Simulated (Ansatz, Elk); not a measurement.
# How far do independent atoms describe LiV2?

The structure of LiV2 used here is made up (a known structure type with other elements) and was relaxed beforehand with PBE. The aim is the Fourier transform of its all-electron density, F(hkl), set beside the sum over free spherical atoms that refinements use.

Program: Elk 11.2.3 (patched build). Level of theory: DFT, PBE, all-electron APW+lo, Dirac cores, scalar-relativistic bands, static density, no spin. Results are calculated unless marked as measured.

The structure was built from a prototype and need not be the compound's stable phase.

### 1. The starting structure

Symmetry: P4/mmm, No. 123, tetragonal system. The conventional cell has a = 3.965 Å, b = 3.965 Å, c = 2.699 Å, α = 90.00°, β = 90.00°, γ = 90.00°. Nearest to V lie 4 Li at 2.40 Å. Li has 8 V at 2.40 Å nearest. Farther neighbours are not listed.

### 2. Ground state and structure factors

An all-electron density is needed, since X-rays see the cores too. Task 0 finds the density and task 195 Fourier-transforms it; tshift is off so that phases refer to the origin typed.

File elk.in:

```
tasks
  0
  195

xctype
  20

spinpol
  .false.

rgkmax
  7.0

gmaxvr
  14.0

lmaxo
  7

lmaxapw
  8

swidth
  0.002

tshift
  .false.

ramdisk
  .false.

hmaxvr
  5.5

maxscl
  120

epspot
  1e-06

sppath
  './'

avec
  7.49249499730 -0.00000000000 0.00000000000
  -0.00000000000 7.49249499730 0.00000000000
  0.00000000000 0.00000000000 5.09998231753

atoms
  2
  'V.in'
  2
  0.0000000000 0.5000000000 0.5000000000   0.000000 0.000000 0.000000
  0.5000000000 -0.0000000000 0.5000000000   0.000000 0.000000 0.000000
  'Li.in'
  1
  -0.0000000000 0.0000000000 0.0000000000   0.000000 0.000000 0.000000

ngridk
  6 6 8
```

On the command line:

```
OMP_NUM_THREADS=4 elk
```

Numbers of over 12 decimals in the logs are rounded to 6 here.

The log of the run:

```text
┌─────────────────────────┐
│ Elk code version 11.2.3 │
└─────────────────────────┘

All units are atomic (Hartree, Bohr, etc.)

┌─────────────────────────────────────────────────┐
│ Ground-state run starting from atomic densities │
└─────────────────────────────────────────────────┘

Lattice vectors :
   7.492494997      -0.000000000       0.000000000
  -0.000000000       7.492494997       0.000000000
   0.000000000       0.000000000       5.099982318

Reciprocal lattice vectors :
  0.8385971975       0.000000000      -0.000000000
   0.000000000      0.8385971975      -0.000000000
  -0.000000000      -0.000000000       1.232001391

Unit cell volume      :    286.3001619
Brillouin zone volume :   0.8663991379

Muffin-tin inner radius fraction :   0.1000000000E-01

Nuclei treated as point charges

Species : 1 (V)
 parameters loaded from : V.in
 name : vanadium
 nuclear charge    :   -23.00000000
 electronic charge :    23.00000000
 atomic mass :    92860.67382
 muffin-tin radius :    2.400000000
 number of radial points in muffin-tin :    993
 inner part over the whole radius :   0.9920165687E-02
 number on inner part of muffin-tin    :    699
 approximate nuclear radius :   0.6897515165E-04
 number of mesh points to nuclear radius :    327
 atomic positions (lattice), magnetic fields (Cartesian) :
  1 :   0.00000000  0.50000000  0.50000000    0.00000000  0.00000000  0.00000000
  2 :   0.50000000  0.00000000  0.50000000    0.00000000  0.00000000  0.00000000

Species : 2 (Li)
 parameters loaded from : Li.in
 name : lithium
 nuclear charge    :   -3.000000000
 electronic charge :    3.000000000
 atomic mass :    12652.66898
 muffin-tin radius :    1.800000000
 number of radial points in muffin-tin :    593
 inner part over the whole radius :   0.9806707936E-02
 number on inner part of muffin-tin    :    401
 approximate nuclear radius :   0.4000070961E-04
 number of mesh points to nuclear radius :    148
 atomic positions (lattice), magnetic fields (Cartesian) :
  1 :   0.00000000  0.00000000  0.00000000    0.00000000  0.00000000  0.00000000

Total number of atoms per unit cell :    3
Total muffin-tin volume :    140.2406961
 ratio of muffin-tin to unit cell volume :   0.4898379907

Spin treatment :
 spin-unpolarised

Number of Bravais lattice symmetries :   16
Number of crystal symmetries         :   16
Crystal has inversion symmetry
Real symmetric eigensolver will be used

k-point grid :      6     6     8
k-point offset :    0.000000000       0.000000000       0.000000000
k-point set is reduced with full crystal symmetry group
Total number of k-points :       50

Muffin-tin radius times maximum |G+k| :    7.000000000
 using average radius
Maximum |G+k| for APW functions       :    3.181818182
Maximum (1/2)|G+k|²                   :    5.061983471
Maximum |G| for potential and density :    14.00000000
Constant for pseudocharge density :    8
 order of it for each species :   15  15
 order of it for pair densities of each species (exact exchange by exxq0 0: 16) :   12   5
Radial integration step length :    1

G-vector grid sizes :     35    35    24
Number of G-vectors :    13243

Maximum angular momentum used for
 APW functions            :    8
 outer part of muffin-tin :    7
 inner part of muffin-tin :    2

Total nuclear charge    :   -49.00000000
Total core charge       :    20.00000000
Total valence charge    :    29.00000000
Total excess charge     :    0.000000000
Total electronic charge :    49.00000000

Effective Wigner radius, rₛ :    1.117323590

Number of empty states         :     12
Total number of valence states :     27
Total number of core states    :     20

Third-order local-orbitals added for an l without core states : T
Total number of local-orbitals :     45

Exchange-correlation functional :     20     0     0
 Perdew-Burke-Ernzerhof, Phys. Rev. Lett. 77, 3865 (1996)
 gradient requirement :    1
 generalised gradient approximation (GGA)

Smearing type :    3
 Fermi-Dirac
Smearing width :   0.2000000000E-02
[...]
correlation                 :     -2.115664
 electron entropic           :    -0.12325921541581E-02
 total energy                :     -1906.4762610336

Density of states at Fermi energy :    96.44043409
 (states/Hartree/unit cell)

Estimated indirect band gap :   0.7208757621E-03
 from k-point 26 to k-point 34
Estimated direct band gap   :   0.4621375718E-02
 at k-point 43

Charges :
 core                        :    20.00000000
 valence                     :    29.00000000
 interstitial                :    3.864381276
 muffin-tins (core leakage)
  species : 1 (V)
   atom 1                    :    21.28797452     ( -0.2221806348E-06)
   atom 2                    :    21.28797452     ( -0.2221806348E-06)
  species : 2 (Li)
   atom 1                    :    2.559669687     (   0.000000000    )
 total in muffin-tins        :    45.13561872
 total calculated charge     :    48.99965394
 total charge                :    49.00000000
 error                       :   0.3460559592E-03

RMS change in Kohn-Sham potential (target) :    6.296765292     (  0.1000000000E-05)
Absolute change in total energy (target)   :   0.1814134084     (  0.1000000000E-03)

[... loops 3 to 15 left out ...]

┌──────────────────┐
│ Loop number : 16 │
└──────────────────┘

Energies :
 Fermi                       :     0.224548
 sum of occupied eigenvalues :     -1113.2912312071
 electron kinetic            :      1925.9082486670
 core electron kinetic       :      1751.7455447376
 Coulomb                     :     -3739.2393945234
 Coulomb potential           :     -2919.0592855469
 nuclear-nuclear             :     -299.21347964838
 electron-nuclear            :     -3970.3279393480
 Hartree                     :      530.30202447306
 Madelung                    :     -2279.7097517499
 xc potential                :     -120.14019432717
 exchange                    :     -90.592373635055
 correlation                 :     -2.114430
 electron entropic           :    -0.94660597962552E-03
 total energy                :     -1906.0388956129

Density of states at Fermi energy :    70.01091660
 (states/Hartree/unit cell)

Estimated indirect band gap :   0.1933491287E-03
 from k-point 27 to k-point 29
Estimated direct band gap   :   0.1373223553E-02
 at k-point 29

Charges :
 core                        :    20.00000000
 valence                     :    29.00000000
 interstitial                :    3.530959730
 muffin-tins (core leakage)
  species : 1 (V)
   atom 1                    :    21.52400814     ( -0.2221839264E-06)
   atom 2                    :    21.52400814     ( -0.2221839264E-06)
  species : 2 (Li)
   atom 1                    :    2.421023993     (   0.000000000    )
 total in muffin-tins        :    45.46904027
 total calculated charge     :    48.99965136
 total charge                :    49.00000000
 error                       :   0.3486393492E-03

RMS change in Kohn-Sham potential (target) :   0.5094946896E-06 (  0.1000000000E-05)
Absolute change in total energy (target)   :   0.6134395107E-05 (  0.1000000000E-03)

Convergence targets achieved

┌──────────────────┐
│ Loop number : 17 │
└──────────────────┘

Energies :
 Fermi                       :     0.224548
 sum of occupied eigenvalues :     -1113.2912318965
 electron kinetic            :      1925.9082492234
 core electron kinetic       :      1751.7455451081
 Coulomb                     :     -3739.2393952415
 Coulomb potential           :     -2919.0592855235
 nuclear-nuclear             :     -299.21347964838
 electron-nuclear            :     -3970.3279408451
 Hartree                     :      530.30202525198
 Madelung                    :     -2279.7097524797
 xc potential                :     -120.14019559638
 exchange                    :     -90.592373688296
 correlation                 :     -2.114430
 electron entropic           :    -0.94660600917055E-03
 total energy                :     -1906.0388958271

Density of states at Fermi energy :    70.01091988
 (states/Hartree/unit cell)

Estimated indirect band gap :   0.1933512985E-03
 from k-point 27 to k-point 29
Estimated direct band gap   :   0.1373220746E-02
 at k-point 29

Charges :
 core                        :    20.00000000
 valence                     :    29.00000000
 interstitial                :    3.530959674
 muffin-tins (core leakage)
  species : 1 (V)
   atom 1                    :    21.52400816     ( -0.2221832620E-06)
   atom 2                    :    21.52400816     ( -0.2221832620E-06)
  species : 2 (Li)
   atom 1                    :    2.421023998     (   0.000000000    )
 total in muffin-tins        :    45.46904033
 total calculated charge     :    48.99965136
 total charge                :    49.00000000
 error                       :   0.3486393498E-03

┌──────────────────────────────┐
│ Self-consistent loop stopped │
└──────────────────────────────┘

Wrote STATE.OUT
```

It took 17 s on 4 threads of Intel Xeon at 2.70GHz, shared host; peak memory 0.16 GiB.

SFACRHO.OUT:

```text

h k l indices transformed by vhmat matrix:
   1.000000000       0.000000000       0.000000000    
   0.000000000       1.000000000       0.000000000    
   0.000000000       0.000000000       1.000000000    

      h      k      l  multipl.   |H|            Re(F)            Im(F)           |F|

      0      0      0      1   0.0000000       49.000000     -0.77895937E-17   49.000000    
      0      1      0      4  0.83859720       2.2880092      0.22843637E-14   2.2880092    
     -1     -1      0      4   1.1859555      -33.423562     -0.41995052E-14   33.423562    
      0      0     -1      2   1.2320014      -32.916284      0.10938220E-13   32.916284    
      1      0      1      8   1.4903264       1.5927319     -0.89698599E-14   1.5927319    
      0      2      0      4   1.6771944       32.091814     -0.37696145E-14   32.091814    
     -1     -1      1      8   1.7100637       31.767121      0.75577969E-14   31.767121    
     -2      1      0      8   1.8751603       1.4064220      0.53587940E-14   1.4064220    
      0     -2      1      8   2.0810595      -25.676366     -0.12053102E-13   25.676366    
     -1     -2     -1     16   2.2436697       1.4055810     -0.16016709E-14   1.4055810    
      2      2      0      4   2.3719111       26.633251     -0.62265811E-14   26.633251    
      0      0      2      2   2.4640028       25.915270      0.15844954E-13   25.915270    
      3      0      0      4   2.5157916       1.4000377     -0.16870174E-13   1.4000377    
      0      1     -2      8   2.6027975       1.2659219     -0.37846269E-14   1.2659219    
     -1     -3      0      8   2.6518772      -21.896419      0.14835185E-13   21.896419    
      2     -2      1      8   2.6727868      -21.761473     -0.22772623E-14   21.761473    
      1     -1     -2      8   2.7345567      -21.391525     -0.48255765E-15   21.391525    
      0     -3     -1      8   2.8012559       1.2047223     -0.10677287E-13   1.2047223
```

Elk indexes on the primitive cell of elk.in and gives |H| = 4π sin θ/λ in inverse bohr. Below, one row stands for each form hkl of the conventional cell (m members, Friedel mates merged), F is for one primitive cell and the density is static (no thermal factor). Free-atom factors are Waasmaier and Kirfel's, and R is Σm||F|−|F'||/Σm|F|.

| hkl | m | sin θ/λ (Å⁻¹) | abs F, DFT | neutral atoms | diff. |
| --- | --- | --- | --- | --- | --- |
| 100 | 4 | 0.126 | 2.288 | 2.026 | +0.262 |
| 110 | 4 | 0.178 | 33.424 | 33.611 | -0.187 |
| 001 | 2 | 0.185 | 32.916 | 33.179 | -0.263 |
| 101 | 8 | 0.224 | 1.593 | 1.685 | -0.092 |
| 200 | 4 | 0.252 | 32.092 | 32.416 | -0.324 |
| 111 | 8 | 0.257 | 31.767 | 32.111 | -0.344 |
| 210 | 8 | 0.282 | 1.406 | 1.554 | -0.147 |
| 201 | 8 | 0.313 | 25.676 | 25.857 | -0.180 |
| 211 | 16 | 0.337 | 1.406 | 1.423 | -0.017 |
| 220 | 4 | 0.357 | 26.633 | 26.459 | +0.175 |
| 002 | 2 | 0.370 | 25.915 | 25.756 | +0.159 |
| 300 | 4 | 0.378 | 1.400 | 1.323 | +0.077 |
| 102 | 8 | 0.391 | 1.266 | 1.291 | -0.025 |
| 310 | 8 | 0.399 | 21.896 | 21.848 | +0.048 |
| 221 | 8 | 0.402 | 21.762 | 21.718 | +0.044 |
| 112 | 8 | 0.411 | 21.392 | 21.341 | +0.051 |
| 301 | 8 | 0.421 | 1.205 | 1.219 | -0.014 |
| 311 | 16 | 0.440 | 22.565 | 22.599 | -0.034 |

### 3. The highest occupied states alone

An energy window below the Fermi level keeps the highest occupied states, to see at which angles they scatter; shallow core shells can lie inside it and anion s states outside. No new self-consistency is needed.

Changes to elk.in since step 2:

```diff
@@ -1,3 +1,2 @@
 tasks
-  0
   195
@@ -40,2 +39,5 @@
 
+wsfac
+  -0.216440 0.524550
+
 sppath
```

On the command line:

```
OMP_NUM_THREADS=4 elk
```

The log of the run:

```text
┌─────────────────────────────────┐
│ Elk code version 11.2.3 started │
└─────────────────────────────────┘

Info(readinput): the functional depends on the density's gradient
 muffin-tin radial points multiplied by    2.00000
 (not where nrmtscf is given)

┌────────────────────┐
│ Current task : 195 │
└────────────────────┘

Info(sfacrho): density structure factors written to SFACRHO.OUT

 Energy window :  -0.2164400000      0.5245500000

┌──────────────────┐
│ Elk code stopped │
└──────────────────┘
```

It took 2.9 s on 4 threads; peak memory 0.16 GiB.

States within 12 eV below the Fermi level hold 11.00 electrons; any levels below the window count with the cores. Their amplitudes can exceed the total, where window and core parts have opposite phase:

| hkl | sin θ/λ (Å⁻¹) | abs F, window | abs F, all |
| --- | --- | --- | --- |
| 100 | 0.126 | 0.393 | 2.288 |
| 110 | 0.178 | 3.441 | 33.424 |
| 001 | 0.185 | 3.210 | 32.916 |
| 101 | 0.224 | 0.095 | 1.593 |
| 200 | 0.252 | 1.967 | 32.092 |
| 111 | 0.257 | 1.882 | 31.767 |
| 210 | 0.282 | 0.135 | 1.406 |
| 201 | 0.313 | 1.386 | 25.676 |
| 211 | 0.337 | 0.007 | 1.406 |
| 220 | 0.357 | 1.402 | 26.633 |

### 4. Another try

In this try the input is made faulty on purpose, to show what that does.

The input is changed as shown.

Changes to elk.in since step 3:

```diff
@@ -1,2 +1,3 @@
 tasks
+  0
   195
@@ -39,5 +40,2 @@
 
-wsfac
-  -0.216440 0.524550
-
 sppath
@@ -60,3 +58,3 @@
 
-ngridk
+ngrid
   6 6 8
```

On the command line:

```
OMP_NUM_THREADS=4 elk
```

The log of the run:

```text
┌─────────────────────────────────┐
│ Elk code version 11.2.3 started │
└─────────────────────────────────┘

Error(readinput): invalid block name : ngrid
```

The job ended after 0.02 s (4 threads; peak memory 0.16 GiB).

The program refused the input before any cycle.

The program's message: “Error(readinput): invalid block name : ngrid”

A key was misspelt on purpose.

[end of part 1 of 2]

[Logs are printed without paths, hosts, clocks, repeated set-up lines and the standing remarks that a program may print on its own settings, such as how far it seeks lower states.]

[Hosts, paths, dates, database ids (printed as entryN), source tags and the programs' standing remarks are cut or masked in the printed files.]
